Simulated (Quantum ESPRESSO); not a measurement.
# How volume moves the moments of FeGe

Aim: follow moments and order energies of FeGe with volume.

Method: PBE; plane waves with GBRV 1.5 PBE potentials, no spin-orbit coupling, in Quantum ESPRESSO 7.5.

## Step 1: The structure

It takes space group P2_13 (No. 198, cubic). The conventional cell has a = 4.700 Å, b = 4.700 Å, c = 4.700 Å, α = 90.00°, β = 90.00°, γ = 90.00°. Nearest to Fe lie 7 Ge at 2.39 to 2.65 Å. Nearest to Ge lie 7 Fe at 2.39 to 2.65 Å. Farther neighbours are not listed.

As a file:

```cif
data_structure
_symmetry_space_group_name_H-M 'P2_13'
_symmetry_Int_Tables_number 198
_cell_length_a 4.7000
_cell_length_b 4.7000
_cell_length_c 4.7000
_cell_angle_alpha 90.000
_cell_angle_beta 90.000
_cell_angle_gamma 90.000
_cell_volume 103.82
loop_
_atom_site_label
_atom_site_type_symbol
_atom_site_symmetry_multiplicity
_atom_site_Wyckoff_symbol
_atom_site_fract_x
_atom_site_fract_y
_atom_site_fract_z
_atom_site_occupancy
Fe1 Fe 4 a 0.13500 0.13500 0.13500 1
Ge1 Ge 4 a 0.84200 0.84200 0.84200 1
```

The lattice constants were typed from memory of published values and not checked against a source.

## Step 2: Volume 0.88, ferro ++++

All lengths scale alike; the factor is that of the volume. Atoms keep their fractional places. Seeded atoms are those given a starting moment.

Contents of pw.in:

```
&CONTROL
  calculation = 'scf'
  prefix = 'pwscf'
  outdir = './tmp'
  pseudo_dir = './pseudo'
  disk_io = 'nowf'
  tprnfor = .true.
  tstress = .true.
/
&SYSTEM
  ibrav = 0
  celldm(1) = 8
  nat = 8
  ntyp = 2
  ecutwfc = 40
  ecutrho = 280
  nbnd = 80
  occupations = 'smearing'
  smearing = 'fd'
  degauss = 0.00367493
  nspin = 2
  starting_magnetization(1) = 0.175
  starting_magnetization(2) = 0
/
&ELECTRONS
  conv_thr = 1.6d-08
  electron_maxstep = 150
  mixing_beta = 0.3
/
ATOMIC_SPECIES
Fe     55.8450 fe_pbe_v1.5.uspp.F.UPF
Ge     72.6300 ge_pbe_v1.4.uspp.F.UPF
CELL_PARAMETERS alat
   1.0639003751584    0.0000000000000    0.0000000000000
   0.0000000000000    1.0639003751584    0.0000000000000
   0.0000000000000    0.0000000000000    1.0639003751584
ATOMIC_POSITIONS crystal
Fe      0.1350000000    0.1350000000    0.1350000000
Fe      0.6350000000    0.3650000000    0.8650000000
Fe      0.8650000000    0.6350000000    0.3650000000
Fe      0.3650000000    0.8650000000    0.6350000000
Ge      0.8420000000    0.8420000000    0.8420000000
Ge      0.3420000000    0.6580000000    0.1580000000
Ge      0.1580000000    0.3420000000    0.6580000000
Ge      0.6580000000    0.1580000000    0.3420000000
K_POINTS automatic
8 8 8 0 0 0
```

On the command line:

```
OMP_NUM_THREADS=1 mpirun -n 4 pw.x -nk 4 -in pw.in > pw.out
```

The log of the run:

```text
Program PWSCF v.7.5 starts

     Message from routine setup:
     using ibrav=0 with symmetry is DISCOURAGED, use correct ibrav instead

     K-points division:     npool     =       4
     Subspace diagonalization in iterative solution of the eigenvalue problem:

     bravais-lattice index     =            0
     lattice parameter (alat)  =       8.0000  a.u.
     unit-cell volume          =     616.5565 (a.u.)^3
     number of atoms/cell      =            8
     number of atomic types    =            2
     number of electrons       =       120.00
     number of Kohn-Sham states=           80
     kinetic-energy cutoff     =      40.0000  Ry
     charge density cutoff     =     280.0000  Ry
     scf convergence threshold =      1.6E-08
     mixing beta               =       0.3000
     number of iterations used =            8  plain     mixing
     Exchange-correlation=  SLA  PW   PBX  PBC
                           (   1   4   3   4   0   0   0)

     celldm(1)=   8.000000  celldm(2)=   0.000000  celldm(3)=   0.000000
     celldm(4)=   0.000000  celldm(5)=   0.000000  celldm(6)=   0.000000

     crystal axes: (cart. coord. in units of alat)
               a(1) = (   1.063900   0.000000   0.000000 )
               a(2) = (   0.000000   1.063900   0.000000 )
               a(3) = (   0.000000   0.000000   1.063900 )

     reciprocal axes: (cart. coord. in units 2 pi/alat)
               b(1) = (  0.939938  0.000000  0.000000 )
               b(2) = (  0.000000  0.939938  0.000000 )
               b(3) = (  0.000000  0.000000  0.939938 )

     PseudoPot. # 1 for Fe read from file:
     fe_pbe_v1.5.uspp.F.UPF
     Pseudo is Ultrasoft + core correction, Zval = 16.0

     PseudoPot. # 2 for Ge read from file:
     ge_pbe_v1.4.uspp.F.UPF
     Pseudo is Ultrasoft + core correction, Zval = 14.0

     atomic species   valence    mass     pseudopotential
     Fe               16.00    55.84500     Fe( 1.00)
     Ge               14.00    72.63000     Ge( 1.00)

     Starting magnetic structure
     atomic species   magnetization
     Fe              0.175
     Ge              0.000

     12 Sym. Ops. (no inversion) found ( 9 have fractional translation)

   Cartesian axes

     site n.     atom                  positions (alat units)
         1        Fe     tau(   1) = (   0.1436266   0.1436266   0.1436266  )
         2        Fe     tau(   2) = (   0.6755767   0.3883236   0.9202738  )
         3        Fe     tau(   3) = (   0.9202738   0.6755767   0.3883236  )
         4        Fe     tau(   4) = (   0.3883236   0.9202738   0.6755767  )
         5        Ge     tau(   5) = (   0.8958041   0.8958041   0.8958041  )
         6        Ge     tau(   6) = (   0.3638539   0.7000464   0.1680963  )
         7        Ge     tau(   7) = (   0.1680963   0.3638539   0.7000464  )
         8        Ge     tau(   8) = (   0.7000464   0.1680963   0.3638539  )

     number of k points=    45  Fermi-Dirac smearing, width (Ry)=  0.0037
                       cart. coord. in units 2pi/alat
        k(    1) = (   0.0000000   0.0000000   0.0000000), wk =   0.0019531
        k(    2) = (   0.0000000   0.0000000   0.1174922), wk =   0.0117188
        k(    3) = (   0.0000000   0.0000000   0.2349844), wk =   0.0117188
        k(    4) = (   0.0000000   0.0000000   0.3524766), wk =   0.0117188
        k(    5) = (   0.0000000   0.0000000  -0.4699688), wk =   0.0058594
        [... 40 further k-points ...]

     Dense  grid:    48693 G-vectors     FFT dimensions: (  48,  48,  48)

     Smooth grid:    21079 G-vectors     FFT dimensions: (  36,  36,  36)

     Check: negative core charge=   -0.000033
     Generating pointlists ...
     new r_m :   0.2227 (alat units)  1.7817 (a.u.) for type    1
     new r_m :   0.2227 (alat units)  1.7817 (a.u.) for type    2

     Initial potential from superposition of free atoms

     starting charge     115.9965, renormalised to     120.0000
     Starting wfcs are   88 randomized atomic wfcs

     Self-consistent Calculation

     iteration #  1     ecut=    40.00 Ry     beta= 0.30
     Davidson diagonalization with overlap
     ethr =  1.00E-02,  avg # of iterations =  3.9

     total energy              =   -1855.76050530 Ry
     estimated scf accuracy    <       3.20413022 Ry

     total magnetization       =     5.08 Bohr mag/cell
     absolute magnetization    =     6.53 Bohr mag/cell

     iteration #  2     ecut=    40.00 Ry     beta= 0.30
     Davidson diagonalization with overlap
     ethr =  2.67E-03,  avg # of iterations =  2.0

     total energy              =   -1855.82688634 Ry
     estimated scf accuracy    <       0.98900243 Ry

     total magnetization       =     5.40 Bohr mag/cell
     absolute magnetization    =     6.80 Bohr mag/cell

     [... further iterations left out ...]

     iteration # 12     ecut=    40.00 Ry     beta= 0.30
     Davidson diagonalization with overlap
     ethr =  1.05E-09,  avg # of iterations =  1.5

     total energy              =   -1855.98807360 Ry
     estimated scf accuracy    <       0.00000014 Ry

     total magnetization       =     3.87 Bohr mag/cell
     absolute magnetization    =     4.66 Bohr mag/cell

     iteration # 13     ecut=    40.00 Ry     beta= 0.30
     Davidson diagonalization with overlap
     ethr =  1.14E-10,  avg # of iterations =  2.0

     Magnetic moment per site  (integrated on atomic sphere of radius R)
     atom   1 (R=0.223)  charge= 14.1643  magn=  1.0382
     atom   2 (R=0.223)  charge= 14.1643  magn=  1.0382
     atom   3 (R=0.223)  charge= 14.1643  magn=  1.0382
     atom   4 (R=0.223)  charge= 14.1643  magn=  1.0382
     atom   5 (R=0.223)  charge= 11.5475  magn= -0.0390
     atom   6 (R=0.223)  charge= 11.5475  magn= -0.0390
     atom   7 (R=0.223)  charge= 11.5475  magn= -0.0390
     atom   8 (R=0.223)  charge= 11.5475  magn= -0.0390

     End of self-consistent calculation

     [... lines left out ...]
     the Fermi energy is    19.0289 ev

!    total energy              =   -1855.98807369 Ry
     estimated scf accuracy    <       0.00000001 Ry
     smearing contrib. (-TS)   =      -0.00398383 Ry
     internal energy E=F+TS    =   -1855.98408986 Ry

     The total energy is F=E-TS. E is the sum of the following terms:
     one-electron contribution =    -803.76345775 Ry
     hartree contribution      =     516.11299963 Ry
     xc contribution           =    -351.43186084 Ry
     ewald contribution        =   -1216.90177090 Ry

     total magnetization       =     3.87 Bohr mag/cell
     absolute magnetization    =     4.66 Bohr mag/cell

     convergence has been achieved in  13 iterations

     Forces acting on atoms (cartesian axes, Ry/au):

     atom    1 type  1   force =     0.01042845    0.01042845    0.01042845
     atom    2 type  1   force =     0.01042845   -0.01042845   -0.01042845
     atom    3 type  1   force =    -0.01042845    0.01042845   -0.01042845
     atom    4 type  1   force =    -0.01042845   -0.01042845    0.01042845
     atom    5 type  2   force =     0.00139573    0.00139573    0.00139573
     atom    6 type  2   force =     0.00139573   -0.00139573   -0.00139573
     atom    7 type  2   force =    -0.00139573    0.00139573   -0.00139573
     atom    8 type  2   force =    -0.00139573   -0.00139573    0.00139573

     Total force =     0.036447     Total SCF correction =     0.000393

     Computing stress (Cartesian axis) and pressure

          total   stress  (Ry/bohr**3)                   (kbar)     P=      230.65
   0.00156792   0.00000000   0.00000000          230.65        0.00        0.00
   0.00000000   0.00156792   0.00000000            0.00      230.65        0.00
   0.00000000   0.00000000   0.00156792            0.00        0.00      230.65

=------------------------------------------------------------------------------=
   JOB DONE.
=------------------------------------------------------------------------------=
```

Wall time 2.4 min (4 MPI ranks of Arm Neoverse V1, shared host); peak memory 0.8 GiB.

Spin moment in the atom's sphere by atom:

```
atom  spin moment in the atom's sphere (μB)
 Fe1                                   1.04
 Fe2                                   1.04
 Fe3                                   1.04
 Fe4                                   1.04
 Ge5                                  -0.04
 Ge6                                  -0.04
 Ge7                                  -0.04
 Ge8                                  -0.04
```

Read from the output:

```yaml
smearing_term_ts: 0.05420 eV
pressure: 23.06 GPa
magnetization: 3.874 μB
absolute_magnetization: 4.663 μB
final_state: ferromagnetic
```

## Step 3: Volume 0.88, no spin polarisation

Changes to pw.in since step 2:

```diff
@@ -16,3 +16,3 @@
   ecutrho = 280
-  nbnd = 80
+  nbnd = 74
   occupations = 'smearing'
@@ -20,5 +20,2 @@
   degauss = 0.00367493
-  nspin = 2
-  starting_magnetization(1) = 0.175
-  starting_magnetization(2) = 0
 /
```

The log of the run:

```text
     [... lines left out ...]
Program PWSCF v.7.5 starts
     [... lines left out ...]
     number of atoms/cell      =            8
     [... lines left out ...]
     number of electrons       =       120.00
     number of Kohn-Sham states=           74
     kinetic-energy cutoff     =      40.0000  Ry
     charge density cutoff     =     280.0000  Ry
     scf convergence threshold =      1.6E-08
     [... lines left out ...]
     12 Sym. Ops. (no inversion) found ( 9 have fractional translation)
     [... lines left out ...]
     number of k points=    45  Fermi-Dirac smearing, width (Ry)=  0.0037
     [... lines left out ...]
     iteration # 11     ecut=    40.00 Ry     beta= 0.30
     [... lines left out ...]
     the Fermi energy is    18.9946 ev
!    total energy              =   -1855.98482028 Ry
     estimated scf accuracy    <          2.2E-09 Ry
     smearing contrib. (-TS)   =      -0.00397899 Ry
     [... lines left out ...]
     convergence has been achieved in  11 iterations
     [... lines left out ...]
     Total force =     0.033348     Total SCF correction =     0.000098
     [... lines left out ...]
          total   stress  (Ry/bohr**3)                   (kbar)     P=      200.31
     [... lines left out ...]
```

Elapsed: 58 s, on 4 MPI ranks; peak memory 0.56 GiB; 3.9 min of CPU time.

Read from the output:

```yaml
smearing_term_ts: 0.05414 eV
pressure: 20.03 GPa
final_state: non-magnetic (no spin polarisation)
```

## Step 4: Volume 1.12, ferro ++++

Changes to pw.in since step 3:

```diff
@@ -16,3 +16,3 @@
   ecutrho = 280
-  nbnd = 74
+  nbnd = 80
   occupations = 'smearing'
@@ -20,2 +20,5 @@
   degauss = 0.00367493
+  nspin = 2
+  starting_magnetization(1) = 0.175
+  starting_magnetization(2) = 0
 /
@@ -30,5 +33,5 @@
 CELL_PARAMETERS alat
-   1.0639003751584    0.0000000000000    0.0000000000000
-   0.0000000000000    1.0639003751584    0.0000000000000
-   0.0000000000000    0.0000000000000    1.0639003751584
+   1.1529560313574    0.0000000000000    0.0000000000000
+   0.0000000000000    1.1529560313574    0.0000000000000
+   0.0000000000000    0.0000000000000    1.1529560313574
 ATOMIC_POSITIONS crystal
```

The log of the run:

```text
     [... lines left out ...]
Program PWSCF v.7.5 starts
     [... lines left out ...]
     number of atoms/cell      =            8
     [... lines left out ...]
     number of electrons       =       120.00
     number of Kohn-Sham states=           80
     kinetic-energy cutoff     =      40.0000  Ry
     charge density cutoff     =     280.0000  Ry
     scf convergence threshold =      1.6E-08
     [... lines left out ...]
     12 Sym. Ops. (no inversion) found ( 9 have fractional translation)
     [... lines left out ...]
     number of k points=    45  Fermi-Dirac smearing, width (Ry)=  0.0037
     [... lines left out ...]
     iteration # 15     ecut=    40.00 Ry     beta= 0.30
     [... lines left out ...]
     Magnetic moment per site  (integrated on atomic sphere of radius R)
     atom   1 (R=0.241)  charge= 14.3506  magn=  1.9011
     atom   2 (R=0.241)  charge= 14.3506  magn=  1.9011
     atom   3 (R=0.241)  charge= 14.3506  magn=  1.9011
     atom   4 (R=0.241)  charge= 14.3506  magn=  1.9011
     atom   5 (R=0.241)  charge= 11.8354  magn= -0.0815
     atom   6 (R=0.241)  charge= 11.8354  magn= -0.0815
     atom   7 (R=0.241)  charge= 11.8354  magn= -0.0815
     atom   8 (R=0.241)  charge= 11.8354  magn= -0.0815
     [... lines left out ...]
     the Fermi energy is    14.4592 ev
!    total energy              =   -1855.98315909 Ry
     estimated scf accuracy    <          8.4E-09 Ry
     smearing contrib. (-TS)   =      -0.00554603 Ry
     [... lines left out ...]
     total magnetization       =     6.83 Bohr mag/cell
     absolute magnetization    =     8.59 Bohr mag/cell
     convergence has been achieved in  15 iterations
     [... lines left out ...]
     Total force =     0.018029     Total SCF correction =     0.000220
     [... lines left out ...]
          total   stress  (Ry/bohr**3)                   (kbar)     P=     -123.65
     [... lines left out ...]
```

Wall time 3.7 min (4 MPI ranks); peak memory 0.9 GiB; 15 min of CPU time.

Read from the output:

```yaml
smearing_term_ts: 0.07546 eV
pressure: -12.36 GPa
magnetization: 6.829 μB
absolute_magnetization: 8.588 μB
final_state: ferromagnetic
largest_moment: 1.901 μB
```

## Step 5: All points

The runs not shown differ from these in the moved quantity alone.

Final states:

```
volume     ferro ++++  no spin polarisation
  0.88  ferromagnetic          non-magnetic
  0.91  ferromagnetic          non-magnetic
  0.94  ferromagnetic          non-magnetic
  0.97  ferromagnetic          non-magnetic
     1  ferromagnetic          non-magnetic
  1.03  ferromagnetic          non-magnetic
  1.06  ferromagnetic          non-magnetic
  1.09  ferromagnetic          non-magnetic
  1.12  ferromagnetic          non-magnetic
```

Largest site moment, ferro ++++ against volume:

```csv
volume (factor),"largest site moment, ferro ++++ (μB)"
0.8800,1.04
0.9100,1.09
0.9400,1.13
0.9700,1.18
1.0000,1.25
1.0300,1.37
1.0600,1.56
1.0900,1.72
1.1200,1.90
```

Energy less that of the parallel start, no spin polarisation against volume:

```
volume (factor)  energy less that of the parallel start, no spin polarisation (meV a seeded atom)
         0.8800                                                                              11.1
         0.9100                                                                              26.4
         0.9400                                                                              41.7
         0.9700                                                                              57.0
         1.0000                                                                              73.0
         1.0300                                                                              91.0
         1.0600                                                                               113
         1.0900                                                                               141
         1.1200                                                                               174
```

Table of energy over the lowest by volume; values in meV an atom:

| volume (factor) | ferro ++++ | no spin polarisation |
| --- | --- | --- |
| 0.8800 | 82.1 | 87.6 |
| 0.9100 | 36.6 | 49.8 |
| 0.9400 | 10.2 | 31.1 |
| 0.9700 | 0 | 28.5 |
| 1.0000 | 2.92 | 39.4 |
| 1.0300 | 16.0 | 61.5 |
| 1.0600 | 36.4 | 92.9 |
| 1.0900 | 61.5 | 132 |
| 1.1200 | 90.4 | 178 |

## Step 6: Summary of results

| Property | Result |
| --- | --- |
| moment, parallel start | 1.04 to 1.90 μB |
| states met from these starts | ferromagnetic |

**Reading.** The moment of the parallel start goes from 1.04 μB at 0.88 to 1.90 μB at 1.12. The net moment of the cell goes from 3.87 to 6.83 μB. The radius of the spheres follows the nearest distance, so part of the change of the site moments is the spheres'. Only a parallel start was run beside the spinless one, so opposed or spiral orders, which may lie lower, are not probed.

[Logs and program files are shortened in this print: banners, set-up blocks, solver, clock and traceback lines can be left out without a mark of their own.]

[Logs are printed without paths, hosts, clocks, repeated set-up lines and the standing remarks that a program may print on its own settings, such as how far it seeks lower states.]

[Hosts, paths, dates, database ids (printed as entryN), source tags and the programs' standing remarks are cut or masked in the printed files.]

[Where a cell is said to come from a database of computed structures, the database is the Materials Project.]
